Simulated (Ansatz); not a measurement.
In doubt: masses and optical values from hybrid runs of this build are listed as unsure (in some of the runs), which bears on the screening that GW takes from such a start.

Two G0W0 runs on MoS2 (P6_3/mmc).

The database entry behind the starting cell differs from later determinations by our own check (about 0.3 % long), so it need not match the best structure at ambient conditions.

```
Mo S
1.0
     3.16900    0.00000    0.00000
    -1.58450    2.74443    0.00000
     0.00000    0.00000   12.32400
Mo S
2 4
Direct
  0.33333 0.66667 0.25000
  0.66667 0.33333 0.75000
  0.33333 0.66667 0.62300
  0.66667 0.33333 0.12300
  0.33333 0.66667 0.87700
  0.66667 0.33333 0.37700
```

The cell and positions come from the Crystallography Open Database and are kept as given unless a step says otherwise. PAW set soft_2, made with PBE.

The first (Ansatz 0.2.0; start PBE, 6×6×2 mesh, 688 empty bands, screening to 200 eV; 1 × NVIDIA H100 80GB HBM3 (shared by 3 runs) with 3 threads of AMD EPYC 7R13 (Zen 3), shared host) gave, on its mesh: starting gap 0.89 eV, G0W0 gap 1.26 eV, RPA ε∞ (mean) 12.05, 30 s.

The second gave: starting gap 2.11 eV, G0W0 gap 1.61 eV, RPA ε∞ (mean) 8.40, 74 s.

Q: What was changed in the input? Choose among start, files, mesh, bands and cutoff, frequency model or another key.

Changed: start from PBE to PBE0. A jump of this size in the start, with ε∞ moving the other way, marks another functional. Other changes could give like numbers; this is the one that was made.

Limits: not at the basis limit; no spin-orbit coupling; coarse k mesh.

[Paths, hosts, dates, memory and timing lines, banners, echoed tables and standing remarks are left out of the program output.]

[Logs are printed without paths, hosts, clocks, repeated set-up lines and the standing remarks that a program may print on its own settings, such as how far it seeks lower states.]

[Runs of the session that timed out or met a known fault of the program may be left out.]

[Cells called generated may have been cut or substituted from an entry of the Crystallography Open Database or the Materials Project.]

[Hosts, paths, dates, database ids (printed as entryN), source tags and the programs' standing remarks are cut or masked in the printed files.]
